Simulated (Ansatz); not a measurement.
# Σ3 (111) boundary in bcc Ta, starting shift (0.5, 0): structure and resistance, part 3 of 3

Wanted: what the Σ3 (111) boundary in bcc Ta, starting shift (0.5, 0) costs an interconnect.

Ansatz 0.2.0; Ansatz plane-wave DFT, PBE, PAW files; relaxation of a bicrystal slab with its lowest layers held; PAW set soft_1 (the session's first sound run).

So far. Step 3 (Transmission across the boundary): Over the solved energies the transmission per spin lies between 2.17 and 2.51, out of 4.31 channels of the lead on average (up to 4.51). The log calls the step of a lead's potential too much. Step 4 (Specific resistance): Averaged over the energies near the Fermi level, 54.8 % of the channels pass, which makes 0.467 fΩ m².

### 5. Single-crystal slab for reference

The free faces cost energy too. A single-crystal slab with the same faces and held layers is relaxed, so that they cancel.

This step: Ansatz plane-wave DFT, PBE, PAW files; relaxation of a single-crystal slab with its lowest layers held; PAW set soft_1 (Ansatz 0.2.0).

System of this step: Ta slab, plane (1, 1, 1). The cell holds 20 atoms: 20 Ta. Its edges and angles: a = 4.671 Å, b = 4.671 Å, c = 29.114 Å, α = 90.0°, β = 90.0°, γ = 120.0°. It derives from Ta. Vacuum lies along c.

The input, input.yaml:

```yaml
crystal:
  lattice:
    - [4.6705251426, 0.0, 0.0]
    - [-2.3352625713, 4.0447934225, 0.0]
    - [0.0, 0.0, 29.1139720975]
  atoms:
    - { symbol: Ta, position: [0.6666666667, 0.3333333335, 0.171738847] }
    - { symbol: Ta, position: [1.0e-10, 1.0e-10, 0.2044848753] }
    - { symbol: Ta, position: [0.3333333334, 0.6666666668, 0.2372309035] }
    - { symbol: Ta, position: [0.6666666667, 0.3333333335, 0.2699769317] }
    - { symbol: Ta, position: [1.0e-10, 1.0e-10, 0.30272296] }
    - { symbol: Ta, position: [0.3333333334, 0.6666666668, 0.3354689882] }
    - { symbol: Ta, position: [0.6666666667, 0.3333333334, 0.3682150165] }
    - { symbol: Ta, position: [0.0, 1.0e-10, 0.4009610447] }
    - { symbol: Ta, position: [0.3333333334, 0.6666666668, 0.4337070729] }
    - { symbol: Ta, position: [0.6666666667, 0.3333333334, 0.4664531012] }
    - { symbol: Ta, position: [0.0, 1.0e-10, 0.4991991294] }
    - { symbol: Ta, position: [0.3333333334, 0.6666666667, 0.5319451577] }
    - { symbol: Ta, position: [0.6666666667, 0.3333333334, 0.5646911859] }
    - { symbol: Ta, position: [0.0, 0.0, 0.5974372141] }
    - { symbol: Ta, position: [0.3333333334, 0.6666666667, 0.6301832424] }
    - { symbol: Ta, position: [0.6666666667, 0.3333333334, 0.6629292706] }
    - { symbol: Ta, position: [0.0, 0.0, 0.6956752989] }
    - { symbol: Ta, position: [0.3333333333, 0.6666666667, 0.7284213271] }
    - { symbol: Ta, position: [0.6666666667, 0.3333333333, 0.7611673553] }
    - { symbol: Ta, position: [0.0, 0.0, 0.7939133836] }
kpoints:
  mp_grid: { grid: [6, 6, 1] }
hamiltonian:
  xc: pbe
  pseudopotentials: { kind: paw, azcp: { folder: soft_1 } }
scf:
  occupations: { method: fermi_dirac, width: 0.1 }
relax:
  f_tol: 0.03
  max_steps: 80
  constraints: [{ sites: [0, 1, 2, 3] }]
```

The run is started by

```sh
$ ansatz run input.yaml --threads 4 --pin off --max-ram 15360MiB --backend cpu --events-out ev --progress --plain --runs-dir out
```

Numbers of over 12 decimals in the logs are rounded to 6 here.

Log:

```text
Warning: crystal.symmetry: narrowed to the stabiliser of the relax constraints — unitary ops 12 → 6; lowered at sites 0, 1, 2, 3, 16, 17, 18, 19 (the operations that carried what is held of a site onto what its image site leaves free; the constrained walk keeps no symmetry that its constraints do not admit)
[...]
Crystal: 20 atoms, lattice volume = 550.001 Å³
Basis set: ecut = 420 eV, 10783 PW (Γ), exchange–correlation on 64×64×400 points (8 copies of the dense FFT grid, shifted against one another)
Bands: 156, of which v1, the nominal top of the filled ones, is band 130 counted from 1 (129 counted from 0)
Symmetry: 6 space group operations
k-points: 7 of 36 (time reversal used)
[...]
SCF iter   1: F=—  HF=-198670.719297 eV  |F-HF|=—  |Δ(HF+E_count)|=         —  Δρ=5.27e-2  dr2=4.85e2  ethr=3.10e-3  ⟨swp⟩=9.1  Hψ=5118  notcnv=0  defer=4
[...]
SCF iter  10: F=-198657.846052 eV  HF=-198657.846054 eV  |F-HF|=2.64e-6  |Δ(HF+E_count)|=   3.28e-6  Δρ=1.05e-5  dr2=3.82e-6  ethr=8.65e-9  ⟨swp⟩=3.6  Hψ=3623  notcnv=0
SCF 1 converged in 10 iterations: F = -198657.846052 eV  dr2 = 3.82e-6
[...]
relax step   1: F+E_penalty+E_count = -198657.84605162 eV  Δ(F+E_penalty+E_count) = +0.000e0 eV  max|allowed force component| = 1.854e0 eV/Å  Δτ_max = 0.0000 Å  (10 SCF iters, dr2 threshold 2.25e-5 eV, accepted)
[...]
SCF iter   6: F=-198658.188426 eV  HF=-198658.188470 eV  |F-HF|=4.32e-5  |Δ(HF+E_count)|=   3.86e-5  Δρ=4.77e-5  dr2=5.57e-5  ethr=3.85e-8  ⟨swp⟩=3.0  Hψ=4286  notcnv=0
SCF 2 converged in 6 iterations: F = -198658.188426 eV  dr2 = 5.57e-5
[...]
relax step   2: F+E_penalty+E_count = -198658.18842638 eV  Δ(F+E_penalty+E_count) = -3.424e-1 eV  max|allowed force component| = 6.035e-1 eV/Å  Δτ_max = 0.1916 Å  (6 SCF iters, dr2 threshold 1.00e-4 eV, accepted)
[...]
SCF iter   6: F=-198658.215262 eV  HF=-198658.215264 eV  |F-HF|=1.38e-6  |Δ(HF+E_count)|=   2.25e-7  Δρ=9.50e-6  dr2=1.89e-6  ethr=8.76e-9  ⟨swp⟩=4.4  Hψ=3360  notcnv=0
SCF 3 converged in 6 iterations: F = -198658.215262 eV  dr2 = 1.89e-6
relax step   3: F+E_penalty+E_count = -198658.21526244 eV  Δ(F+E_penalty+E_count) = -2.684e-2 eV  max|allowed force component| = 1.539e-1 eV/Å  Δτ_max = 0.0949 Å  (6 SCF iters, dr2 threshold 2.28e-5 eV, accepted)
[...]
relax step   4: F+E_penalty+E_count = -198658.22111933 eV  Δ(F+E_penalty+E_count) = -5.857e-3 eV  max|allowed force component| = 1.751e-2 eV/Å  Δτ_max = 0.0282 Å  (6 SCF iters, dr2 threshold 1.54e-6 eV, accepted)
[...]
SCF iter   3: F=-198658.221120 eV  HF=-198658.221120 eV  |F-HF|=2.77e-8  |Δ(HF+E_count)|=   6.20e-9  Δρ=1.62e-6  dr2=4.19e-8  ethr=3.85e-11  ⟨swp⟩=5.1  Hψ=3972  notcnv=0
SCF 5 converged in 3 iterations: F = -198658.221120 eV  dr2 = 4.19e-8
relax step   5: F+E_penalty+E_count = -198658.22111951 eV  Δ(F+E_penalty+E_count) = -1.769e-7 eV  max|allowed force component| = 1.740e-2 eV/Å  Δτ_max = 0.0000 Å  (3 SCF iters, accepted)
SCF converged after 3 iterations
Free energy (F): -198658.221120 eV
[...]
Internal energy: -198657.318119 eV  (E = F + TS)
E sigma→0 (E₀):  -198657.769619 eV
Entropy (-TS):   -0.903000 eV (-45.150 meV/atom)
Fermi energy:    10.978386 eV
[...]
--- Forces (eV/Å), atoms counted from 1 ---
  atom   1  Ta     0.00000000     0.00000000     1.83511841
  atom   2  Ta     0.00000000    -0.00000000     0.09600591
  atom   3  Ta     0.00000000    -0.00000000    -1.29212183
  atom   4  Ta    -0.00000000    -0.00000000    -0.63970507
  atom   5  Ta    -0.00000000    -0.00000000     0.00038487
  atom   6  Ta     0.00000000     0.00000000    -0.00266224
  atom   7  Ta     0.00000000     0.00000000    -0.00083718
  atom   8  Ta    -0.00000000    -0.00000000     0.00437809
  atom   9  Ta     0.00000000     0.00000000    -0.00155816
  atom  10  Ta     0.00000000     0.00000000     0.00350669
  atom  11  Ta     0.00000000    -0.00000000     0.00712681
  atom  12  Ta    -0.00000000    -0.00000000     0.00036034
  atom  13  Ta     0.00000000     0.00000000    -0.00976350
  atom  14  Ta    -0.00000000    -0.00000000    -0.01740178
  atom  15  Ta     0.00000000     0.00000000     0.00859384
  atom  16  Ta     0.00000000     0.00000000    -0.00457001
  atom  17  Ta     0.00000000    -0.00000000     0.01707091
  atom  18  Ta     0.00000000     0.00000000     0.00734823
  atom  19  Ta    -0.00000000     0.00000000    -0.00190613
  atom  20  Ta     0.00000000    -0.00000000    -0.00936443
  max |Σ_I F_I| component: 3.77e-6 eV/Å
--- Relaxed structure (5 steps of the walk, 5 accepted, 0 SCFs on fresh bases) ---
  F+E_penalty+E_count = -198658.22111951 eV   max|allowed force component| = 1.740e-2 eV/Å
  atoms:
    - { symbol: Ta, position: [0.666667, 0.333333, 0.171738847] }
    - { symbol: Ta, position: [-3.2193482669003983e-18, -8.083062496125673e-18, 0.204485] }
    - { symbol: Ta, position: [0.333333, 0.666667, 0.237231] }
    - { symbol: Ta, position: [0.666667, 0.333333, 0.2699769317] }
    - { symbol: Ta, position: [-1.84034207772708e-18, -6.704056306952355e-18, 0.301870] }
    - { symbol: Ta, position: [0.333333, 0.666667, 0.335380] }
    - { symbol: Ta, position: [0.666667, 0.333333, 0.369485] }
[...]
- { symbol: Ta, position: [0.333333, 0.666667, 0.434934] }
    - { symbol: Ta, position: [0.666667, 0.333333, 0.468295] }
    - { symbol: Ta, position: [-4.613359144031558e-19, -6.704056306952355e-18, 0.500676] }
    - { symbol: Ta, position: [0.333333, 0.666667, 0.534367] }
    - { symbol: Ta, position: [0.666667, 0.333333, 0.567803] }
[...]
- { symbol: Ta, position: [0.333333, 0.666667, 0.634129] }
    - { symbol: Ta, position: [0.666667, 0.333333, 0.666518] }
    - { symbol: Ta, position: [-1.8403420971141258e-18, 2.547802222974152e-18, 0.697400] }
    - { symbol: Ta, position: [0.333333, 0.666667, 0.735859] }
    - { symbol: Ta, position: [0.666667, 0.333333, 0.762899] }
[...]
```

Elapsed: 86 s, on 4 threads of Arm Neoverse V1, shared host; peak memory 1.8 GiB; 5.6 min of CPU time.

Step by step:

| step | energy less that of the first step (eV) | largest force component (eV/Å) |
| --- | --- | --- |
| 1 | 0.0000 | 1.8544 |
| 2 | -0.3424 | 0.6035 |
| 3 | -0.3692 | 0.1539 |
| 4 | -0.3751 | 0.0175 |
| 5 | -0.3751 | 0.0174 |

The atoms that moved most (Å):

| atom | dx | dy | dz | length |
| --- | --- | --- | --- | --- |
| Ta18 | 0.000 | 0.000 | 0.217 | 0.217 |
| Ta20 | 0.000 | 0.000 | -0.165 | 0.165 |
| Ta15 | 0.000 | 0.000 | 0.115 | 0.115 |
| Ta16 | 0.000 | 0.000 | 0.104 | 0.104 |
| Ta13 | 0.000 | 0.000 | 0.091 | 0.091 |
| Ta12 | 0.000 | 0.000 | 0.071 | 0.071 |
| Ta14 | 0.000 | 0.000 | 0.063 | 0.063 |
| Ta10 | 0.000 | 0.000 | 0.054 | 0.054 |

The relaxed structure:

```
Ta
1.0
     4.67053    0.00000    0.00000
    -2.33526    4.04479    0.00000
     0.00000    0.00000   29.11397
Ta
20
Direct
  0.66667 0.33333 0.17174
  0.00000 0.00000 0.20448
  0.33333 0.66667 0.23723
  0.66667 0.33333 0.26998
  0.00000 0.00000 0.30187
  0.33333 0.66667 0.33538
  0.66667 0.33333 0.36948
  0.00000 0.00000 0.40142
  0.33333 0.66667 0.43493
  0.66667 0.33333 0.46829
  0.00000 0.00000 0.50068
  0.33333 0.66667 0.53437
  0.66667 0.33333 0.56780
  0.00000 0.00000 0.59959
  0.33333 0.66667 0.63413
  0.66667 0.33333 0.66652
  0.00000 0.00000 0.69740
  0.33333 0.66667 0.73586
  0.66667 0.33333 0.76290
  0.00000 0.00000 0.78825
```

This step gave:

```
free energy             : -198658.2211 eV
energy at zero smearing : -198657.7696 eV
Fermi energy            : 10.98 eV
```

The largest force component on a free atom ends at 0.017 eV/Å, under the tolerance of 0.03, after 5 steps.

### 6. Bulk reference

The perfect crystal gives the energy per atom, for the atoms by which bicrystal and slab differ.

This step: Ansatz plane-wave DFT, PBE, PAW files; bulk reference; PAW set soft_1 (Ansatz 0.2.0).

System of this step: Ta. It takes space group Im-3m (No. 229, cubic). Conventional cell: a = 3.303 Å, b = 3.303 Å, c = 3.303 Å, α = 90.00°, β = 90.00°, γ = 90.00°. Ta has 8 Ta at 2.86 Å nearest.

input.yaml, the sections that differ from step 5:

```yaml
crystal:
  lattice:
    - [-1.65128, 1.65128, 1.65128]
    - [1.65128, -1.65128, 1.65128]
    - [1.65128, 1.65128, -1.65128]
  atoms:
    - { symbol: Ta, position: [0.0, 0.0, 0.0] }
kpoints:
  mp_grid: { grid: [18, 18, 18] }
# hamiltonian, scf: as in step 5
# relax: removed
```

Log:

```text
[...]
Crystal: 1 atoms, lattice volume = 18.010 Å³
Basis set: ecut = 420 eV, 369 PW (Γ)
Bands: 11, of which v1, the nominal top of the filled ones, is band 7 counted from 1 (6 counted from 0)
Symmetry: 48 space group operations
[...]
k-points: 195 of 5832
[...]
SCF iter   1: F=—  HF=-9933.363882 eV  |F-HF|=—  |Δ(HF+E_count)|=         —  Δρ=4.14e-2  dr2=3.21e-1  ethr=3.10e-3  ⟨swp⟩=5.0  Hψ=11058  notcnv=0
[...]
SCF iter   6: F=-9933.251922 eV  HF=-9933.251922 eV  |F-HF|=3.15e-10  |Δ(HF+E_count)|=   6.80e-9  Δρ=3.42e-6  dr2=5.94e-10  ethr=2.68e-10  ⟨swp⟩=1.0  Hψ=5631  notcnv=0
SCF 1 converged in 6 iterations: F = -9933.251922 eV  dr2 = 5.94e-10
[...]
SCF converged after 6 iterations
Free energy (F): -9933.251922 eV
[...]
Internal energy: -9933.208950 eV  (E = F + TS)
E sigma→0 (E₀):  -9933.230436 eV
Entropy (-TS):   -0.042971 eV (-42.971 meV/atom)
Fermi energy:    18.517834 eV
[...]
```

It took 0.57 s on 4 threads; peak memory 0.28 GiB; 1.8 s of CPU time.

This step gave:

* free energy: -9933.2519 eV
* energy at zero smearing: -9933.2304 eV
* Fermi energy: 18.52 eV

### 7. Boundary energy

This step: Ansatz plane-wave DFT, PBE, PAW files; bicrystal less single-crystal slab less bulk atoms, a boundary area; PAW set soft_1 (Ansatz 0.2.0).

Numbers from this step:

```yaml
excess_energy_of_the_cell: 1.859 eV
boundary_energy: 1.576 J/m²
```

The boundary costs 1.6 J/m².

By hand: 1.86 eV / 18.89 Å² × 16.02 = 1.58 J/m².

### 8. Results

```json
{
 "specific resistance of the boundary": "0.467 fΩ m²",
 "share of channels that pass": "0.548",
 "boundary energy": "1.58 J/m²"
}
```

In words: The boundary has a specific resistance of 0.47 fΩ m² and an energy of 1.6 J/m². The boundary reflects 45 % of the channels; 0.47 fΩ m² is 4.7×10⁻¹² Ω·cm². That equals the resistance of 3.5 nm of bulk Ta at 300 K (measured 13.5 µΩ cm, CRC Handbook of Chemistry and Physics, 84th ed., 2003, Electrical Resistivity of Pure Metals). In the relaxation the upper grain slid sideways by about 1.3 Å, so the result belongs to the position that it found, not to the starting one. One starting structure was relaxed; another shift or atom count at the boundary may lie lower. Spin-orbit coupling is left out, which matters for Ta. A lead's potential steps by up to 32 meV from period to period, which the log calls too much, so longer leads could move the result.

[Logs are printed without paths, hosts, clocks, repeated set-up lines and the standing remarks that a program may print on its own settings, such as how far it seeks lower states.]

[Hosts, paths, dates, database ids (printed as entryN), source tags and the programs' standing remarks are cut or masked in the printed files.]
